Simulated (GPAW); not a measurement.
# The basis that the transmission of a Au chain with an Ag atom bridging one bond needs

How well does a Au chain with an Ag atom bridging one bond conduct at low bias, and how far do basis and functional move the answer?

Method: GPAW LCAO, PAW setups; Landauer transmission from Green's functions with principal layers (ASE), zero bias, in GPAW 26.7.0.

### Step 1. The starting structure

The cell holds 11 atoms: 10 Au and 1 Ag. Its edges and angles: a = 9.000 Å, b = 9.000 Å, c = 26.200 Å, α = 90.0°, β = 90.0°, γ = 90.0°. Regions: left lead, 5 atoms (5 Au); channel, 1 atom (1 Ag); right lead, 5 atoms (5 Au). Vacuum lies along a and b. The structure is stacked along c, and the current runs across the ab planes.

### Step 2. GPAW, dzp

The script solves lead and junction separately, takes H and S in the orbital basis, and joins semi-infinite leads through their self-energies; the dzp basis is the working standard.

Input file run.py:

```python
import json
import numpy as np
from ase import Atoms
from ase.transport.calculators import TransportCalculator
from gpaw import GPAW, FermiDirac
from gpaw.lcao.tools import get_lcao_hamiltonian
from scipy.linalg import eigh

# The junction with lead layers at both ends, along the third cell vector
device = Atoms(
    ['Au', 'Au', 'Au', 'Au', 'Au', 'Ag', 'Au', 'Au', 'Au', 'Au', 'Au'],
    positions=[
        [4.50000, 4.50000, 1.30000],
        [4.50000, 4.50000, 3.90000],
        [4.50000, 4.50000, 6.50000],
        [4.50000, 4.50000, 9.10000],
        [4.50000, 4.50000, 11.70000],
        [6.66128, 4.50000, 13.10000],
        [4.50000, 4.50000, 14.50000],
        [4.50000, 4.50000, 17.10000],
        [4.50000, 4.50000, 19.70000],
        [4.50000, 4.50000, 22.30000],
        [4.50000, 4.50000, 24.90000]],
    cell=[[9.0, 0.0, 0.0], [0.0, 9.0, 0.0], [0.0, 0.0, 26.2]],
    pbc=True)

# One principal layer of the lead: the first 3 atoms of the device
lead = Atoms(
    ['Au', 'Au', 'Au'],
    positions=[
        [4.50000, 4.50000, 1.30000],
        [4.50000, 4.50000, 3.90000],
        [4.50000, 4.50000, 6.50000]],
    cell=[[9.0, 0.0, 0.0], [0.0, 9.0, 0.0], [0.0, 0.0, 7.8]],
    pbc=True)

settings = dict(mode='lcao', basis='dzp', xc='PBE', h=0.2,
                occupations=FermiDirac(0.1), maxiter=250,
                mixer=dict(beta=0.1, nmaxold=8, weight=100.0),
                convergence=dict(density=0.0001))
energies = np.arange(-2, 2 + 1e-9, 0.05)
eta = 0.0001
n1, n2 = 1, 1
# k and -k transmit alike, so half of the mesh across the current serves
mesh = [(i, j) for i in range(n1) for j in range(n2) if (i, j) <= (-i % n1, -j % n2)]
weights = np.array([1 if (i, j) == (-i % n1, -j % n2) else 2 for i, j in mesh]) / (n1 * n2)

# [... helper functions left out ...]
fermi_lead = ground_state(lead, (1, 1, 15), 'lead.txt')
fermi_device = ground_state(device, (1, 1, 3), 'device.txt')
# [... loop over the mesh left out, but for ...]
        # Shift the lead onto the potential of the device's first layer
        shift = ((H[:, 0, 0] - H0[:, 0, 0]) / S0[0, 0]).real.mean()
# [...]
kT = 8.617333e-5 * 200
bias = [0.1, 0.2, 0.5, 1.0, 1.5, 2.0]
# [... integrals and printing left out ...]
```

Command:

```sh
$ OMP_NUM_THREADS=1 OPENBLAS_NUM_THREADS=1 python run.py
```

Log:

```text
basis functions: device 177, principal layer 45
Fermi level: lead -4.6464 eV, device -4.2506 eV; lead shifted by -0.0102 eV
largest coupling past the next layer 2.46e-07 eV, largest misfit of the first layer 0.054 eV
  E-E_F (eV)   T (one spin)  [channel counts left out]
    -2.000    1.6285e+00
    -1.950    1.6607e+00
    -1.900    1.7003e+00
    -1.850    1.7367e+00
    -1.800    1.7785e+00
    -1.750    2.0591e+00
    -1.700    1.7210e+00
    -1.650    1.4110e+00
    -1.600    1.5140e+00
    -1.550    1.2748e+00
    -1.500    1.9184e+00
    -1.450    1.8843e+00
    -1.400    1.7615e+00
    -1.350    1.6594e+00
    -1.300    1.5602e+00
    -1.250    1.4612e+00
[...]
1.650    6.2832e-01
     1.700    7.1896e-01
     1.750    7.8057e-01
     1.800    8.2365e-01
     1.850    8.5472e-01
     1.900    8.7781e-01
     1.950    8.9542e-01
     2.000    9.0916e-01
conductance at 200 K: 0.99717 G0 a cell; thermopower 0.1166 uV/K
current from the zero-bias T(E) at 0.1 V: 7.7294 uA
current from the zero-bias T(E) at 0.2 V: 15.525 uA
current from the zero-bias T(E) at 0.5 V: 41.341 uA
current from the zero-bias T(E) at 1.0 V: 89.932 uA
current from the zero-bias T(E) at 1.5 V: 144.42 uA
current from the zero-bias T(E) at 2.0 V: 204.33 uA
```

The job ended after 65 s (1 thread of AMD EPYC 7R43, shared host; peak memory 0.93 GiB).

Numbers from this step:

```yaml
conductance: 0.9972 G₀
largest_coupling_past_the_next_principal_layer: 2.46e-7 eV
largest_misfit_of_the_first_principal_layer: 0.05406 eV
shift_that_aligns_the_lead: -0.01020 eV
basis_functions_of_the_junction: 177
basis_functions_of_a_principal_layer: 45
transmission_at_the_fermi_level_one_spin: 0.9970
```

One spin. The transmission, zone mean by energy, zero at the Fermi level:

| energy (eV) | transmission, zone mean |
| --- | --- |
| -2.00 | 1.63 |
| -1.90 | 1.70 |
| -1.80 | 1.78 |
| -1.75 | 2.06 |
| -1.70 | 1.72 |
| -1.55 | 1.27 |
| -1.50 | 1.92 |
| -1.45 | 1.88 |
| -1.35 | 1.66 |
| -1.25 | 1.46 |
| -1.15 | 2.04 |
| -1.05 | 2.23 |
| -0.90 | 2.16 |
| -0.80 | 2.04 |
| -0.70 | 1.92 |
| -0.60 | 1.79 |
| -0.50 | 1.66 |
| -0.40 | 1.54 |
| -0.25 | 1.34 |
| -0.15 | 1.22 |
| -0.05 | 0.997 |
| 0.00 | 0.997 |
| 0.05 | 0.997 |
| 0.15 | 0.997 |
| 0.25 | 0.997 |
| 0.40 | 0.996 |
| 0.50 | 0.994 |
| 0.60 | 0.992 |
| 0.70 | 0.988 |
| 0.80 | 0.984 |
| 0.90 | 0.971 |
| 1.05 | 0.936 |
| 1.15 | 0.880 |
| 1.25 | 0.746 |
| 1.35 | 0.410 |
| 1.45 | 0.00227 |
| 1.55 | 0.303 |
| 1.70 | 0.719 |
| 1.80 | 0.824 |
| 1.90 | 0.878 |
| 2.00 | 0.909 |

Not self-consistent under bias; the bias window is split evenly. Current through one cell, from the zero-bias transmission against bias:

| bias (V) | current through one cell, from the zero-bias transmission (μA) |
| --- | --- |
| 0.100 | 7.73 |
| 0.200 | 15.5 |
| 0.500 | 41.3 |
| 1.000 | 89.9 |
| 1.500 | 144 |
| 2.000 | 204 |

The transmission of the three most open eigenchannels by energy, zero at the Fermi level:

| energy (eV) | channel 1 | channel 2 | channel 3 |
| --- | --- | --- | --- |
| -2.000 | 0.898 | 0.725 | 0.00521 |
| -1.800 | 0.885 | 0.706 | 0.187 |
| -1.600 | 0.773 | 0.685 | 0.0561 |
| -1.400 | 0.946 | 0.559 | 0.256 |
| -1.200 | 0.862 | 0.493 | 0.0204 |
| -1.000 | 0.901 | 0.781 | 0.420 |
| -0.800 | 0.967 | 0.639 | 0.341 |
| -0.600 | 0.987 | 0.478 | 0.263 |
| -0.400 | 0.993 | 0.325 | 0.194 |
| -0.200 | 0.989 | 0.173 | 0.137 |
| 0.000 | 0.997 | 2.5e-11 | 1.6e-11 |
| 0.200 | 0.997 | 0 | 0 |
| 0.400 | 0.996 | 0 | 0 |
| 0.600 | 0.992 | 0 | 0 |
| 0.800 | 0.984 | 0 | 0 |
| 1.000 | 0.952 | 0 | 0 |
| 1.200 | 0.828 | 0 | 0 |
| 1.400 | 0.156 | 0 | 0 |
| 1.600 | 0.494 | 0 | 0 |
| 1.800 | 0.824 | 0 | 0 |
| 2.000 | 0.909 | 0 | 0 |

Couplings past the next layer reach 2.5e-7 eV, small enough to drop; the matrix elements of the cell's first layer differ from the bulk lead's by up to 0.054 eV. That layer keeps its own values in the calculation, and only beyond it is the lead taken as perfect. The Fermi levels of lead and junction count from different zeros of potential, one for each periodic cell; with both set to zero, the small remaining shift is what aligns them. Without spin-orbit coupling, which is large for these atoms, channel counts and T are those of the scalar-relativistic bands. By hand: G = 0.9972 × 77.48 μS = 77.3 μS, a resistance of 12.9 kΩ; at 0.1 V a linear junction would pass 7.73 μA, and the integral over the bias window gives 7.73 μA.

### Step 3. GPAW, szp: basis = "szp(dzp)"

The second zeta is dropped, the polarisation orbitals stay.

run.py: that of step 2 with these lines changed.

```diff
@@ -36,3 +36,3 @@
 
-settings = dict(mode='lcao', basis='dzp', xc='PBE', h=0.2,
+settings = dict(mode='lcao', basis='szp(dzp)', xc='PBE', h=0.2,
                 occupations=FermiDirac(0.1), maxiter=250,
```

Log:

```text
basis functions: device 105, principal layer 27
Fermi level: lead -4.4852 eV, device -4.0635 eV; lead shifted by -0.0088 eV
largest coupling past the next layer 2.47e-07 eV, largest misfit of the first layer 0.054 eV
  E-E_F (eV)   T (one spin)  [channel counts left out]
    -2.000    1.6704e+00
    -1.950    1.6743e+00
    -1.900    1.6722e+00
    -1.850    1.6642e+00
    -1.800    1.6535e+00
    -1.750    1.6727e+00
    -1.700    1.5341e+00
    -1.650    1.2889e+00
    -1.600    1.3385e+00
    -1.550    1.3193e+00
    -1.500    1.2021e+00
    -1.450    1.7491e+00
    -1.400    1.5457e+00
    -1.350    1.4056e+00
    -1.300    1.2906e+00
    -1.250    1.2448e+00
[...]
1.650    7.4200e-01
     1.700    7.8333e-01
     1.750    8.1386e-01
     1.800    8.3705e-01
     1.850    8.5507e-01
     1.900    8.6939e-01
     1.950    8.8096e-01
     2.000    8.9047e-01
conductance at 200 K: 1.0028 G0 a cell; thermopower 1.544 uV/K
current from the zero-bias T(E) at 0.1 V: 7.8159 uA
current from the zero-bias T(E) at 0.2 V: 16.015 uA
current from the zero-bias T(E) at 0.5 V: 43.754 uA
current from the zero-bias T(E) at 1.0 V: 94.242 uA
current from the zero-bias T(E) at 1.5 V: 147.81 uA
current from the zero-bias T(E) at 2.0 V: 204.71 uA
```

Wall time 52 s (1 thread); peak memory 0.9 GiB.

This step gave:

- conductance: 1.003 G₀
- largest coupling past the next principal layer: 2.47e-7 eV
- largest misfit of the first principal layer: 0.05448 eV
- shift that aligns the lead: -0.008756 eV
- basis functions of the junction: 105
- basis functions of a principal layer: 27
- transmission at the Fermi level (one spin): 0.9991

One spin. The transmission, zone mean by energy, zero at the Fermi level:

| energy (eV) | transmission, zone mean |
| --- | --- |
| -2.000 | 1.67 |
| -1.800 | 1.65 |
| -1.600 | 1.34 |
| -1.450 | 1.75 |
| -1.400 | 1.55 |
| -1.200 | 1.98 |
| -1.100 | 2.07 |
| -1.000 | 2.05 |
| -0.800 | 1.91 |
| -0.600 | 1.75 |
| -0.400 | 1.63 |
| -0.200 | 1.45 |
| 0.000 | 0.999 |
| 0.200 | 0.999 |
| 0.400 | 0.999 |
| 0.600 | 0.997 |
| 0.800 | 0.986 |
| 1.000 | 0.941 |
| 1.200 | 0.634 |
| 1.400 | 0.110 |
| 1.600 | 0.684 |
| 1.800 | 0.837 |
| 2.000 | 0.890 |

Not self-consistent under bias; the bias window is split evenly. Current through one cell, from the zero-bias transmission against bias:

| bias (V) | current through one cell, from the zero-bias transmission (μA) |
| --- | --- |
| 0.100 | 7.82 |
| 0.200 | 16.0 |
| 0.500 | 43.8 |
| 1.000 | 94.2 |
| 1.500 | 148 |
| 2.000 | 205 |

The transmission of the three most open eigenchannels by energy, zero at the Fermi level:

| energy (eV) | channel 1 | channel 2 | channel 3 |
| --- | --- | --- | --- |
| -2.00 | 0.906 | 0.710 | 0.0543 |
| -1.85 | 0.880 | 0.639 | 0.146 |
| -1.70 | 0.841 | 0.505 | 0.188 |
| -1.60 | 0.776 | 0.482 | 0.0805 |
| -1.45 | 0.992 | 0.512 | 0.245 |
| -1.30 | 0.821 | 0.454 | 0.0150 |
| -1.15 | 0.848 | 0.735 | 0.403 |
| -1.05 | 0.930 | 0.684 | 0.372 |
| -0.90 | 0.981 | 0.599 | 0.329 |
| -0.75 | 0.995 | 0.513 | 0.295 |
| -0.60 | 0.996 | 0.433 | 0.266 |
| -0.50 | 0.997 | 0.391 | 0.251 |
| -0.35 | 0.996 | 0.340 | 0.234 |
| -0.20 | 0.994 | 0.231 | 0.224 |
| -0.05 | 0.999 | 3.6e-9 | 3.5e-9 |
| 0.00 | 0.999 | 1.1e-10 | 1.0e-10 |
| 0.05 | 0.999 | 1.2e-11 | 1.0e-11 |
| 0.20 | 0.999 | 0 | 0 |
| 0.35 | 0.999 | 0 | 0 |
| 0.50 | 0.998 | 0 | 0 |
| 0.60 | 0.997 | 0 | 0 |
| 0.75 | 0.991 | 0 | 0 |
| 0.90 | 0.972 | 0 | 0 |
| 1.05 | 0.910 | 0 | 0 |
| 1.15 | 0.776 | 0 | 0 |
| 1.30 | 0.134 | 0 | 0 |
| 1.45 | 0.311 | 0 | 0 |
| 1.60 | 0.684 | 0 | 0 |
| 1.70 | 0.783 | 0 | 0 |
| 1.85 | 0.855 | 0 | 0 |
| 2.00 | 0.890 | 0 | 0 |

The conductance, 1.00 G₀, lies 0.6 % above that of the dzp run.

### Step 4. Minimal basis

The minimal basis is the cheapest rung: no second zeta and no polarisation.

run.py: that of step 3 with these lines changed.

```diff
@@ -36,3 +36,3 @@
 
-settings = dict(mode='lcao', basis='szp(dzp)', xc='PBE', h=0.2,
+settings = dict(mode='lcao', basis='sz(dzp)', xc='PBE', h=0.2,
                 occupations=FermiDirac(0.1), maxiter=250,
```

Log:

```text
basis functions: device 72, principal layer 18
Fermi level: lead -4.4268 eV, device -3.9955 eV; lead shifted by -0.0084 eV
largest coupling past the next layer 2.47e-07 eV, largest misfit of the first layer 0.058 eV
  E-E_F (eV)   T (one spin)  [channel counts left out]
    -2.000    1.5847e+00
    -1.950    1.5623e+00
    -1.900    1.5475e+00
[...]
1.950    8.5711e-01
     2.000    8.6657e-01
conductance at 200 K: 1.0016 G0 a cell; thermopower 1.045 uV/K
current from the zero-bias T(E) at 0.1 V: 7.792 uA
current from the zero-bias T(E) at 0.2 V: 15.85 uA
current from the zero-bias T(E) at 0.5 V: 42.621 uA
current from the zero-bias T(E) at 1.0 V: 91.047 uA
current from the zero-bias T(E) at 1.5 V: 142.48 uA
current from the zero-bias T(E) at 2.0 V: 197.79 uA
```

Run time: 45 s. Hardware: 1 thread; peak memory 0.88 GiB.

This step gave:

```
conductance                                 : 1.002 G₀
largest misfit of the first principal layer : 0.05760 eV
shift that aligns the lead                  : -0.008370 eV
basis functions of the junction             : 72
basis functions of a principal layer        : 18
transmission at the Fermi level (one spin)  : 0.9992
```

One spin. The transmission, zone mean by energy, zero at the Fermi level:

| energy (eV) | transmission, zone mean |
| --- | --- |
| -2.00 | 1.58 |
| -1.85 | 1.54 |
| -1.75 | 1.67 |
| -1.70 | 1.24 |
| -1.60 | 1.25 |
| -1.45 | 1.49 |
| -1.30 | 1.27 |
| -1.15 | 1.99 |
| -1.10 | 2.00 |
| -1.05 | 2.00 |
| -0.90 | 1.91 |
| -0.75 | 1.77 |
| -0.60 | 1.64 |
| -0.50 | 1.57 |
| -0.35 | 1.50 |
| -0.20 | 1.36 |
| -0.05 | 0.999 |
| 0.00 | 0.999 |
| 0.05 | 0.999 |
| 0.20 | 0.999 |
| 0.35 | 0.999 |
| 0.50 | 0.999 |
| 0.60 | 0.997 |
| 0.75 | 0.991 |
| 0.90 | 0.973 |
| 1.05 | 0.906 |
| 1.15 | 0.757 |
| 1.30 | 0.0897 |
| 1.45 | 0.324 |
| 1.60 | 0.667 |
| 1.70 | 0.761 |
| 1.85 | 0.831 |
| 2.00 | 0.867 |

The conductance, 1.00 G₀, lies 0.4 % above that of the dzp run.

### Step 5. RPBE in the dzp basis: xc = "RPBE"

Back in the dzp basis, the functional changes from PBE to RPBE, to set the spread between functionals beside that between bases.

run.py: that of step 4 with these lines changed.

```diff
@@ -36,3 +36,3 @@
 
-settings = dict(mode='lcao', basis='sz(dzp)', xc='PBE', h=0.2,
+settings = dict(mode='lcao', basis='dzp', xc='RPBE', h=0.2,
                 occupations=FermiDirac(0.1), maxiter=250,
```

Log:

```text
basis functions: device 177, principal layer 45
Fermi level: lead -4.5144 eV, device -4.1124 eV; lead shifted by -0.0120 eV
largest coupling past the next layer 2.64e-07 eV, largest misfit of the first layer 0.055 eV
  E-E_F (eV)   T (one spin)  [channel counts left out]
    -2.000    1.6380e+00
    -1.950    1.6831e+00
    -1.900    1.7234e+00
[...]
1.950    9.1966e-01
     2.000    9.2961e-01
conductance at 200 K: 0.997 G0 a cell; thermopower 0.08024 uV/K
current from the zero-bias T(E) at 0.1 V: 7.7272 uA
current from the zero-bias T(E) at 0.2 V: 15.504 uA
current from the zero-bias T(E) at 0.5 V: 40.806 uA
current from the zero-bias T(E) at 1.0 V: 88.033 uA
current from the zero-bias T(E) at 1.5 V: 141.11 uA
current from the zero-bias T(E) at 2.0 V: 199.9 uA
```

Elapsed: 62 s, on 1 thread; peak memory 0.93 GiB.

This step gave:

```yaml
conductance: 0.9970 G₀
largest_coupling_past_the_next_principal_layer: 2.64e-7 eV
largest_misfit_of_the_first_principal_layer: 0.05507 eV
shift_that_aligns_the_lead: -0.01195 eV
basis_functions_of_the_junction: 177
basis_functions_of_a_principal_layer: 45
transmission_at_the_fermi_level_one_spin: 0.9969
```

The conductance equals that of the dzp run to 0.2 %.

### Step 6. All levels side by side

Times are for 1 thread of AMD EPYC 7R43, shared host. Results by setting:

| no. | run | conductance (G₀) | time | memory (GiB) |
| --- | --- | --- | --- | --- |
| 1 | dzp | 0.9972 | 65 s | 0.93 |
| 2 | szp | 1.003 | 52 s | 0.9 |
| 3 | sz | 1.002 | 45 s | 0.88 |
| 4 | dzp RPBE | 0.9970 | 62 s | 0.93 |

### Step 7. The levels side by side

The curves are compared point by point over the common energies.

This step: comparison of transmission and cost over codes and levels (GPAW 26.7.0).

Ladder, by row:

| step | code | T at the Fermi level (sum over the listed spins) | conductance (G0) | r.m.s. T(E) from the first | wall time (s) | peak memory (GiB) | threads |
| --- | --- | --- | --- | --- | --- | --- | --- |
| dzp | GPAW | 0.997 | 0.9972 | 0 | 65.34 | 0.93 | 1 |
| szp | GPAW | 0.9991 | 1.003 | 0.1831 | 52.46 | 0.9 | 1 |
| sz | GPAW | 0.9992 | 1.002 | 0.2066 | 44.92 | 0.88 | 1 |
| dzp-RPBE | GPAW | 0.9969 | 0.997 | 0.1089 | 62.36 | 0.93 | 1 |

The transmission, zone mean, sum over the listed spins by energy, zero at the Fermi level:

| energy (eV) | dzp | szp | sz | dzp-RPBE |
| --- | --- | --- | --- | --- |
| -2.000 | 1.63 | 1.67 | 1.58 | 1.64 |
| -1.800 | 1.78 | 1.65 | 1.53 | 1.91 |
| -1.750 | 2.06 | 1.67 | 1.67 | 1.69 |
| -1.700 | 1.72 | 1.53 | 1.24 | 2.01 |
| -1.600 | 1.51 | 1.34 | 1.25 | 1.30 |
| -1.500 | 1.92 | 1.20 | 1.45 | 1.92 |
| -1.450 | 1.88 | 1.75 | 1.49 | 1.79 |
| -1.400 | 1.76 | 1.55 | 1.39 | 1.69 |
| -1.200 | 1.38 | 1.98 | 1.94 | 1.34 |
| -1.100 | 2.20 | 2.07 | 2.00 | 2.17 |
| -1.050 | 2.23 | 2.07 | 2.00 | 2.20 |
| -1.000 | 2.22 | 2.05 | 1.98 | 2.18 |
| -0.800 | 2.04 | 1.91 | 1.82 | 1.98 |
| -0.600 | 1.79 | 1.75 | 1.64 | 1.72 |
| -0.400 | 1.54 | 1.63 | 1.52 | 1.47 |
| -0.200 | 1.30 | 1.45 | 1.36 | 1.25 |
| 0.000 | 0.997 | 0.999 | 0.999 | 0.997 |
| 0.200 | 0.997 | 0.999 | 0.999 | 0.997 |
| 0.400 | 0.996 | 0.999 | 0.999 | 0.996 |
| 0.600 | 0.992 | 0.997 | 0.997 | 0.992 |
| 0.800 | 0.984 | 0.986 | 0.988 | 0.981 |
| 1.000 | 0.952 | 0.941 | 0.939 | 0.946 |
| 1.200 | 0.828 | 0.634 | 0.597 | 0.782 |
| 1.400 | 0.156 | 0.110 | 0.135 | 0.00821 |
| 1.600 | 0.494 | 0.684 | 0.667 | 0.651 |
| 1.800 | 0.824 | 0.837 | 0.814 | 0.870 |
| 2.000 | 0.909 | 0.890 | 0.867 | 0.930 |

[end of part 1 of 2]

[Logs are printed without paths, hosts, clocks, repeated set-up lines and the standing remarks that a program may print on its own settings, such as how far it seeks lower states.]

[Hosts, paths, dates, database ids (printed as entryN), source tags and the programs' standing remarks are cut or masked in the printed files.]
